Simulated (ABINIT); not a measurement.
**A GW chain in ABINIT: In2O3 (R-3c)**

How does a plane-wave GW calculation on In2O3 (R-3c) run from the first input to the gap?

Method: LDA and many-body steps on it, plane waves, in ABINIT 10.8.3.

**What was measured.**

- Gap 3.08 eV: optical gap from linear extrapolation of the absorption edge; UV-visible absorption, Tauc-type extrapolation; powder (hydrothermally grown microspheres, annealed at 400 C) (“Fabrication and performance enhancement of an In2O3/BiVO4 heterojunction for N-butanol gas sensing applications”, 2024, pmc:11650617).

Most raw output is cut from this account.

## 1. Starting point

Symmetry: R-3c, No. 167, trigonal system. The conventional cell has a = 5.487 Å, b = 5.487 Å, c = 14.510 Å, α = 90.00°, β = 90.00°, γ = 120.00°. Nearest to In lie 6 O at 2.12 to 2.26 Å. O has 4 In at 2.12 to 2.26 Å nearest. Farther neighbours and most contacts between anions are not listed.

The cell and positions come from the Crystallography Open Database and are kept as given unless a step says otherwise. This is not the form that In2O3 usually takes at ambient conditions.

## 2. Ground state

This step: ABINIT 10.8.3; DFT, LDA, plane waves, norm-conserving pseudopotentials.

The ground-state density comes first.

Contents of run.abi:

```
acell 3*1.0 Angstrom
rprim 
  2.743499999981 1.583960463511 4.836666666700
  -2.743499999981 1.583960463511 4.836666666700
  -0.000000000000 -3.167920927022 4.836666666700
ntypat 2
znucl 49 8
natom 10
typat 1 1 1 1 2 2 2 2 2 2
xred 
  0.357310000000 0.357310000000 0.357310000000
  0.142690000000 0.142690000000 0.142690000000
  0.642690000000 0.642690000000 0.642690000000
  0.857310000000 0.857310000000 0.857310000000
  0.548000000000 0.952000000000 0.250000000000
  0.250000000000 0.548000000000 0.952000000000
  0.952000000000 0.250000000000 0.548000000000
  0.452000000000 0.048000000000 0.750000000000
  0.750000000000 0.452000000000 0.048000000000
  0.048000000000 0.750000000000 0.452000000000
pp_dirpath "pseudos"
pseudos "In.upf, O.upf"
ecut 42
ngkpt 4 4 4
nshiftk 1
shiftk 0 0 0
kptopt 1
chksymbreak 0
nband 69
occopt 1
tolvrs 1e-08
nstep 60
prtwf 0
indata_prefix "in"
outdata_prefix "out"
tmpdata_prefix "tmp"
```

Launch:

```bash
$ OMP_NUM_THREADS=1 mpirun -n 4 abinit run.abi > log
```

It took 4 min on 4 MPI ranks of Arm Neoverse N1, shared host; peak memory 0.63 GiB.

Numbers from this step:

* total energy: -24399.8737 eV
* gap: 1.199 eV
* k of the valence top: 0.25, 0, 0
* k of the conduction bottom: 0, 0, 0
* least direct gap: 1.246 eV
* pressure: -3.272 GPa

The gap is indirect, with the least direct gap 0.05 eV higher.

The cutoff was set for levels, not for stress, so the pressure can be off by some GPa.

## 3. Bands along the symmetry lines

The cheap functional maps the bands first; the places of the edges decide which points the dearer methods must see.

run.abi, as its differences from that of step 2:

```diff
@@ -23,12 +23,38 @@
 ecut 42
-ngkpt 4 4 4
-nshiftk 1
-shiftk 0 0 0
-kptopt 1
-chksymbreak 0
-nband 69
-occopt 1
-tolvrs 1e-08
-nstep 60
+iscf -2
+irdden 1
+kptopt 0
+nkpt 24
+kpt 
+  0.00000000 0.00000000 0.00000000
+  0.16666667 0.16666667 0.16666667
+  0.33333333 0.33333333 0.33333333
+  0.50000000 0.50000000 0.50000000
+  0.58727783 0.41272217 0.50000000
+  0.67455566 0.32544434 0.50000000
+  0.76183349 0.23816651 0.50000000
+  0.50000000 -0.23816651 0.23816651
+  0.50000000 -0.15877767 0.15877767
+  0.50000000 -0.07938884 0.07938884
+  0.50000000 0.00000000 0.00000000
+  0.33333333 0.00000000 0.00000000
+  0.16666667 0.00000000 0.00000000
+  0.00000000 0.00000000 0.00000000
+  0.12302775 -0.12302775 0.00000000
+  0.24605551 -0.24605551 0.00000000
+  0.36908326 -0.36908326 0.00000000
+  0.63091674 0.00000000 0.36908326
+  0.58727783 0.00000000 0.41272217
+  0.54363891 0.00000000 0.45636109
+  0.50000000 0.00000000 0.50000000
+  0.33333333 0.00000000 0.33333333
+  0.16666667 0.00000000 0.16666667
+  0.00000000 0.00000000 0.00000000
+istwfk *1
+nband 74
+nbdbuf 9
+tolwfr 1e-07
+nstep 50
 prtwf 0
+prtvol 0
 indata_prefix "in"
```

The job ended after 2.6 min (4 MPI ranks; peak memory 0.67 GiB; 11 min of CPU time).

Numbers from this step:

* gap: 1.193 eV
* k of the valence top: 0.3333, 0, 0
* k of the conduction bottom: 0, 0, 0
* least direct gap: 1.246 eV

The gap is 1.193 eV, −0.007 eV from the run before at this level.

The electronic bands at the labelled points (eV, zero at the top of the highest filled band):

```csv
point,band 57,band 58,band 59,band 60,band 61,band 62,band 63,band 64
Γ,-0.27,-0.27,-0.05,-0.05,1.19,5.42,6.07,7.16
T,-0.20,-0.20,-0.20,-0.20,4.31,4.31,7.00,7.00
H2,-0.35,-0.35,-0.16,-0.16,5.46,5.46,5.79,5.79
jump to H0,-0.35,-0.35,-0.16,-0.16,5.46,5.46,5.79,5.79
L,-0.78,-0.78,-0.07,-0.07,4.86,4.86,5.72,5.72
Γ,-0.27,-0.27,-0.05,-0.05,1.19,5.42,6.07,7.16
S0,-0.46,-0.27,-0.22,-0.07,5.18,5.40,5.63,6.07
jump to S2,-0.46,-0.27,-0.22,-0.07,5.18,5.40,5.63,6.07
F,-0.56,-0.36,-0.09,-0.04,5.09,5.40,6.33,6.43
Γ,-0.27,-0.27,-0.05,-0.05,1.19,5.42,6.07,7.16
```

## 4. Empty states on the mesh, 2×2×2 mesh, 701 bands

The sums over transitions need many empty states on a uniform mesh; this step solves for them.

Contents of run.abi:

```
acell 3*1.0 Angstrom
rprim 
  2.743499999981 1.583960463511 4.836666666700
  -2.743499999981 1.583960463511 4.836666666700
  -0.000000000000 -3.167920927022 4.836666666700
ntypat 2
znucl 49 8
natom 10
typat 1 1 1 1 2 2 2 2 2 2
xred 
  0.357310000000 0.357310000000 0.357310000000
  0.142690000000 0.142690000000 0.142690000000
  0.642690000000 0.642690000000 0.642690000000
  0.857310000000 0.857310000000 0.857310000000
  0.548000000000 0.952000000000 0.250000000000
  0.250000000000 0.548000000000 0.952000000000
  0.952000000000 0.250000000000 0.548000000000
  0.452000000000 0.048000000000 0.750000000000
  0.750000000000 0.452000000000 0.048000000000
  0.048000000000 0.750000000000 0.452000000000
pp_dirpath "pseudos"
pseudos "In.upf, O.upf"
ecut 42
ngkpt 2 2 2
nshiftk 1
shiftk 0 0 0
kptopt 1
chksymbreak 0
iscf -2
irdden 1
istwfk *1
nband 701
nbdbuf 62
tolwfr 1e-09
nstep 60
prtvol 0
indata_prefix "in"
outdata_prefix "out"
tmpdata_prefix "tmp"
```

It took 21 min on 4 MPI ranks; peak memory 1.3 GiB.

This step gave:

| Quantity | Value |
| --- | --- |
| gap | 1.234 eV |
| k of the valence top | 0.5, 0.5, 0 |
| k of the conduction bottom | 0, 0, 0 |
| least direct gap | 1.246 eV |
| k points computed | 4 |
| lowest point of the top converged band, above the valence top | 150.0011 eV |

On this mesh the gap is 1.234 eV. The earlier step found 1.199 eV, so this mesh misses an edge.

## 5. Screening, 2×2×2 mesh, 639 bands, screening to 201.4 eV

The RPA dielectric matrix is built and inverted for each q.

This step: RPA screening on LDA, plane waves, norm-conserving pseudopotentials.

run.abi, as its differences from that of step 4:

```diff
@@ -28,10 +28,11 @@
 chksymbreak 0
-iscf -2
-irdden 1
 istwfk *1
-nband 701
-nbdbuf 62
-tolwfr 1e-09
-nstep 60
-prtvol 0
+occopt 1
+irdwfk 1
+optdriver 3
+nband 639
+ecuteps 7.4
+inclvkb 2
+awtr 1
+symchi 1
 indata_prefix "in"
```

It took 28 min on 4 MPI ranks; peak memory 6.9 GiB.

This step gave:

- ε∞ with local fields, on this mesh, along the program's q direction: 8.421
- the same without local fields: 8.861
- plasma frequency: 36.22 eV
- plane waves in the screening matrix: 821

Local fields lower ε∞ by 5 %. On a Γ-centred mesh this coarse the value itself is usually too large, while a short band sum pulls it down.

## 6. Self-energy, 2×2×2 mesh, 639 bands, screening to 201.4 eV

The self-energy is evaluated for the states that the input lists, and the levels follow from it, in one-shot runs by the linearised quasiparticle equation.

This step: G0W0 on LDA, plane waves, norm-conserving pseudopotentials.

run.abi, as its differences from that of step 5:

```diff
@@ -31,8 +31,21 @@
 irdwfk 1
-optdriver 3
+optdriver 4
 nband 639
+gwcalctyp 0
+ecutsigx 42
+symsigma 1
+nkptgw 4
+kptgw 
+  0.5000000000 0.5000000000 0.0000000000
+  0.0000000000 0.0000000000 0.0000000000
+  0.5000000000 0.0000000000 0.0000000000
+  0.5000000000 0.5000000000 0.5000000000
+bdgw 
+  59 62
+  59 62
+  59 62
+  57 62
 ecuteps 7.4
-inclvkb 2
-awtr 1
-symchi 1
+irdscr 1
+ppmodel 1
 indata_prefix "in"
```

Wall time 13 min (4 MPI ranks); peak memory 5.9 GiB.

This step gave:

* G0W0 gap on the mesh: 2.451 eV
* starting gap on the mesh: 1.234 eV
* k of the valence top: 0, 0, 0
* k of the conduction bottom: 0, 0, 0
* Z at the valence top: 0.789
* Z at the conduction bottom: 0.837
* least direct G0W0 gap on the computed points: 2.451 eV

The gap on the mesh goes from 1.23 eV to 2.45 eV, a correction of +1.22 eV. The start differs from the 1.20 eV found before because the two sample other k points.

Limits: finite bands, cutoff and mesh; no spin-orbit coupling; coarse k mesh. v1 is the top filled band, c1 the lowest empty one. The levels before and after the correction (eV, zero at the valence-band top of each column):

```csv
,conduction bottom,valence top
Kohn-Sham,1.23,0.00
G0W0,2.45,0.00
```

```csv
,level,energy (eV)
Kohn-Sham,Γ v2-v1,-0.012
Kohn-Sham,Γ c1,1.234
Kohn-Sham,Γ c2,5.465
G0W0,Γ v2-v1,0.000
G0W0,Γ c1,2.451
G0W0,Γ c2,6.914
```

## 7. Where the time went

Times are wall times on 4 MPI ranks of Arm Neoverse N1, shared host, good to a factor of about two.

```csv
step,time,share,memory (GiB)
ground state,4 min,6 %,0.63
bands along the symmetry lines,2.6 min,4 %,0.67
empty states on the mesh,21 min,30 %,1.3
screening,28 min,41 %,6.9
self-energy,13 min,19 %,5.9
```

## 8. Outcome

```
LDA gap                              : 1.19 eV, indirect
G0W0 gap on the mesh                 : 2.45 eV
G0W0 gap over the zone (rigid shift) : 2.41 eV
GW settings                          : 2×2×2 mesh, 639 bands, screening to 201.4 eV, Godby-Needs plasmon pole
known limits                         : not at the basis limit; no spin-orbit coupling; coarse k mesh
```

G0W0 moves the gap on the mesh from 1.23 eV to 2.45 eV (+1.22 eV), with Z of 0.79 and 0.84 at the edges. The mesh misses the band edges by 0.04 eV in all; a rigid shift gives 2.41 eV for the zone. Local fields lower the RPA ε∞ on this mesh from 8.86 to 8.42; a Γ-centred mesh this coarse tends to raise both, most where the direct gap is narrow, while a short band sum lowers them. Against experiment, by G0W0@LDA: the gap of 2.41 eV lies −0.67 eV from the measured 3.08 eV (optical, 2024). An exciton line or allowed optical edge lies below the quasiparticle gap by the binding energy; a forbidden edge can push the onset above it. The calculation has static nuclei and no excitons; a measured gap holds zero-point and thermal motion, which mostly lowers it. Against the values above the computed gap that would widen the miss. An edge that is forbidden or weak in absorption could explain it, and so could too strong a screening: the start's gap is only 1.23 eV, the mesh is coarse, and one shot does not repair that. Bands and cutoff are finite, so the gap is not at the basis limit. The miss can reach some tenths of an eV and take either sign; the mesh is an error of its own. The 2×2×2 mesh is coarse for this cell, which bears on the long-range parts of exchange and screening. The many-body steps are scalar-relativistic: spin-orbit coupling is not in them.

[Paths, hosts, dates, memory and timing lines, banners, echoed tables and standing remarks are left out of the program output.]

[Logs are printed without paths, hosts, clocks, repeated set-up lines and the standing remarks that a program may print on its own settings, such as how far it seeks lower states.]

[Runs of the session that timed out or met a known fault of the program may be left out.]

[Hosts, paths, dates, database ids (printed as entryN), source tags and the programs' standing remarks are cut or masked in the printed files.]

[G0W0 gaps are taken among the corrected bands and points alone; a level outside them can change the order at an edge.]

[Where Ansatz stands beside ABINIT at settings called matched, ABINIT's density can come from a denser mesh and the files from another edition; pairs whose starting gaps differed by over 0.03 eV were left out, so agreement reads better than it is.]
